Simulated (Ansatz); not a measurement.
# LaYO2F2 (built on the sites of a database entry of LaOF): following an unstable mode, part 3 of 3

Which phase does LaYO2F2 (built on the sites of a database entry of LaOF) fall into along its unstable mode, and how much energy does it gain?

Ansatz 0.2.0; DFT PBE+D3(BJ), scalar-relativistic, plane waves, PAW.

So far. Step 4 (The mode frozen in, largest atomic shift 0.32 Å): The run ends at a pressure of 1.46 GPa, with forces up to 0.49 eV/Å. Step 5 (Energy along the mode, all amplitudes (two of the runs …): The lowest of the steps tried is at 0.32 Å, 4.23 meV/atom below the parent; the bottom of the well need not coincide with a step.

The structure was built from a prototype and need not be the compound's stable phase.

### 6. Relaxing from the distorted cell (continued)

The steps of the relaxation:

| step | energy less that of the first step (eV) | largest force component (eV/Å) | pressure (GPa) | volume (Å³) |
| --- | --- | --- | --- | --- |
| 1 | 0.0000 | 0.4937 | 1.46 | 176.84 |
| 2 | -0.0313 | 0.6238 | -0.28 | 180.91 |
| 3 | -0.0764 | 0.2122 | -0.33 | 180.69 |
| 4 | -0.0950 | 0.2634 | 1.38 | 178.86 |
| 5 | -0.1028 | 0.1150 | -0.11 | 181.18 |
| 6 | -0.1048 | 0.0731 | 0.01 | 180.92 |
| 7 | -0.1050 | 0.0120 | 0.00 | 181.02 |
| 8 | -0.1052 | 0.0013 | 0.01 | 181.00 |
| 9* | -0.1221 | 0.0014 | 0.18 | 181.00 |
| 10 | -0.1213 | 0.0039 | -0.03 | 181.33 |
| 11 | -0.1214 | 0.0023 | 0.00 | 181.29 |
| 12 | -0.1215 | 0.0004 | 0.00 | 181.28 |
| 13* | -0.1223 | 0.0004 | 0.01 | 181.28 |

Relaxation steps marked * repeat the geometry before them on a plane-wave basis chosen anew for their cell, so energy and pressure can jump there.

The run keeps the 8 symmetry operations that it works with, so distortions that break them were not tested.

| conventional cell, symmetrised | before | after | change |
| --- | --- | --- | --- |
| a (Å) | 5.585 | 5.660 | +1.3 % |
| b (Å) | 5.585 | 5.660 | +1.3 % |
| c (Å) | 5.669 | 5.659 | -0.2 % |
| volume (Å³/atom) | 14.74 | 15.11 | +2.5 % |

The atoms that moved most (Å, as changes of fractional coordinates times the final cell):

| atom | dx | dy | dz | length |
| --- | --- | --- | --- | --- |
| F10 | 0.000 | -0.194 | 0.083 | 0.211 |
| F9 | 0.000 | 0.194 | 0.083 | 0.211 |
| F11 | -0.194 | 0.000 | 0.083 | 0.211 |
| F12 | 0.194 | 0.000 | 0.083 | 0.211 |
| Y1 | 0.000 | 0.000 | -0.093 | 0.093 |
| Y2 | 0.000 | 0.000 | -0.093 | 0.093 |
| La3 | 0.000 | 0.000 | -0.032 | 0.032 |
| La4 | 0.000 | 0.000 | -0.032 | 0.032 |

The relaxed structure:

```xyz
12
Lattice="-4.0022 -4.0022 0.0000 -4.0022 4.0022 0.0000 0.0000 0.0000 -5.6588" Properties=species:S:1:pos:R:3 pbc="T T T"
Y    -4.0022   -2.0011   -1.7305
Y    -4.0022    2.0011   -1.7305
La   -2.0011    0.0000   -4.0784
La   -6.0033    0.0000   -4.0784
O    -4.0022    0.0534   -2.7752
O    -8.0045   -0.0534   -2.7752
O    -1.9477    2.0011   -2.7752
O    -2.0545   -2.0011   -2.7752
F     0.0000    0.5179    0.0208
F    -4.0022   -0.5179    0.0208
F    -2.5190    2.0011    0.0208
F    -1.4832   -2.0011    0.0208
```

This step gave:

* pressure: 0.005926 GPa
* gap on the k-mesh: 4.821 eV
* volume per atom: 15.11 Å³

ELF in the ac plane at fractional y = 0.250, with atoms of Y and La within 0.2 Å of it. It is the smooth field of the valence electrons, not physical close to the nuclei.

Values, 15 rows by 16 columns, each cell a mean:
```
0.16 0.06 0.15 0.37 0.44 0.27 0.08 0.09 0.24 0.35 0.27 0.07 0.03 0.16 0.34 0.34
0.07 0.24 0.64 0.81 0.83 0.77 0.46 0.12 0.09 0.18 0.15 0.04 0.02 0.09 0.18 0.15
0.15 0.65 0.84 0.72 0.63 0.80 0.81 0.41 0.07 0.04 0.04 0.02 0.01 0.03 0.04 0.04
0.29 0.79 0.78 0.28 0.08 0.55 0.85 0.60 0.11 0.02 0.01 0.01 0.01 0.01 0.01 0.03
0.20 0.70 0.76 0.35 0.16 0.57 0.80 0.48 0.09 0.03 0.02 0.01 0.01 0.02 0.03 0.03
0.09 0.41 0.75 0.77 0.75 0.79 0.63 0.22 0.06 0.05 0.04 0.02 0.02 0.03 0.05 0.06
0.07 0.13 0.41 0.71 0.78 0.61 0.25 0.08 0.07 0.07 0.04 0.05 0.05 0.04 0.06 0.08
0.08 0.07 0.09 0.20 0.25 0.14 0.07 0.07 0.08 0.07 0.15 0.43 0.50 0.30 0.09 0.07
0.07 0.07 0.04 0.03 0.02 0.03 0.05 0.07 0.07 0.14 0.58 0.83 0.86 0.76 0.37 0.08
0.05 0.05 0.04 0.02 0.01 0.02 0.05 0.05 0.06 0.37 0.81 0.75 0.67 0.81 0.68 0.16
0.03 0.02 0.02 0.01 0.01 0.02 0.02 0.02 0.07 0.50 0.85 0.68 0.55 0.80 0.78 0.25
0.02 0.01 0.01 0.01 0.00 0.01 0.01 0.01 0.04 0.34 0.78 0.83 0.81 0.83 0.64 0.15
0.05 0.03 0.01 0.00 0.00 0.01 0.02 0.04 0.05 0.08 0.31 0.58 0.62 0.48 0.19 0.06
0.16 0.06 0.02 0.01 0.01 0.01 0.03 0.11 0.19 0.18 0.09 0.07 0.08 0.07 0.13 0.21
0.23 0.07 0.03 0.03 0.04 0.02 0.04 0.13 0.30 0.37 0.25 0.07 0.03 0.14 0.33 0.38
```
Columns run along a (5.7 Å), rows up along c (5.7 Å). Atoms in or near the plane, at fractional coordinates: Y at (0.75, 0.31), La at (0.25, 0.72).

Valence density in the ac plane at fractional y = 0.250, with atoms of Y and La within 0.2 Å of it. It is the smooth field of the valence electrons, not physical close to the nuclei.

Ten even steps from '_' (0.0 e/Å³) to '@' (3.6 e/Å³), each cell a mean:
```
________________________________
____..::::::..__________________
__..--======::__________________
__::====--==--..________________
__::========--..________________
__..--====--::__________________
____..::::..____________________
______________________......____
____________________::++**==..__
__________________..++@@@@%%--__
__________________..**@@@@%%--__
____________________--##%%++::__
____________________..::::..____
________________________________
________________________________
```
Columns run along a (5.7 Å), rows up along c (5.7 Å). Atoms in or near the plane, at fractional coordinates: Y at (0.75, 0.31), La at (0.25, 0.72).

Electrostatic potential energy in the ac plane at fractional y = 0.250, with atoms of Y and La within 0.2 Å of it. With pseudopotentials it is smooth inside the atoms' cores, unlike the true potential.

Ten even steps from '_' (-41 eV) to '@' (13 eV), each cell a mean:
```
@@@@%%%%%%%%@@@@@@@@@@@@@@@@@@@@
@@%%**====++##%%@@@@@@@@@@@@@@@@
%%**--......++%%@@@@@@@@@@@@@@@@
%%++..--++..::##%%@@@@@@@@@@@@@@
%%++..::==..--##@@@@@@@@@@@@@@@@
%%##--....::++%%@@@@@@@@@@@@@@@@
@@%%##++++**%%@@@@@@@@%%%%@@@@@@
@@@@@@%%%%%%@@@@@@@@%%****##%%@@
@@@@@@@@@@@@@@@@@@%%==....--**%%
@@@@@@@@@@@@@@@@%%**..______--%%
@@@@@@@@@@@@@@@@%%**..______--##
@@@@@@@@@@@@@@@@%%##--____..++%%
@@@@@@@@@@@@@@@@@@%%##++==**##@@
@@@@@@@@@@@@@@@@@@@@@@%%%%%%@@@@
@@@@@@@@@@@@@@@@@@@@@@@@@@@@@@@@
```
Columns run along a (5.7 Å; values clipped at the 3rd and 97th percentile), rows up along c (5.7 Å). Atoms in or near the plane, at fractional coordinates: Y at (0.75, 0.31), La at (0.25, 0.72).

The distorted start has space group P4bm; the relaxation ends in P4bm.

### 7. Summary of results

```yaml
unstable_mode_of_the_parent: q = (-0.5, -0.5, 0), 96i cm⁻¹
depth_at_the_lowest_point_sampled: 4.23 meV/atom
largest_atomic_shift_at_that_point: 0.32 Å
space_group_reached_within_0p01_a: P4bm
energy_gained_over_the_parent_first_relaxation_on_the_mesh_of_the_frozen_mode: 14.4 meV/atom
volume_per_atom_phase_reached: 15.1 Å³
gap_on_the_k_mesh_phase_reached: 4.82 eV
```

Along this mode the structure falls into P4bm, 14.4 meV/atom below the parent. At the parent's cell the well is 4.229 meV/atom deep on the steps tried, with its lowest point at a shift of 0.32 Å. Relaxing atoms and cell changes the gain by +10.19 meV/atom against the lowest step (energies at zero smearing). Most of the total comes from this relaxation. The modes of the phase reached were not computed on this path. Of the 2 patterns followed to their end from this parent, this one reaches the lowest energy. Each path keeps the symmetry of its pattern, so a lower phase may lie along a pattern not tried. The q mesh stands for a supercell only 7.9 Å across, so branches between the solved wavevectors are rough. The program warns that the interpolation holds no quadrupole term, so branches close to Γ can be off in this crystal. Spin-orbit coupling is left out, which can matter for the heavy elements here. In the phonons the program treats the change of the C6 weights of the dispersion term with coordination only in part. The starting cell was built on a prototype and not taken from a measurement, so the phase need not exist.

[Logs are printed without paths, hosts, clocks, repeated set-up lines and the standing remarks that a program may print on its own settings, such as how far it seeks lower states.]

[Hosts, paths, dates, database ids (printed as entryN), source tags and the programs' standing remarks are cut or masked in the printed files.]
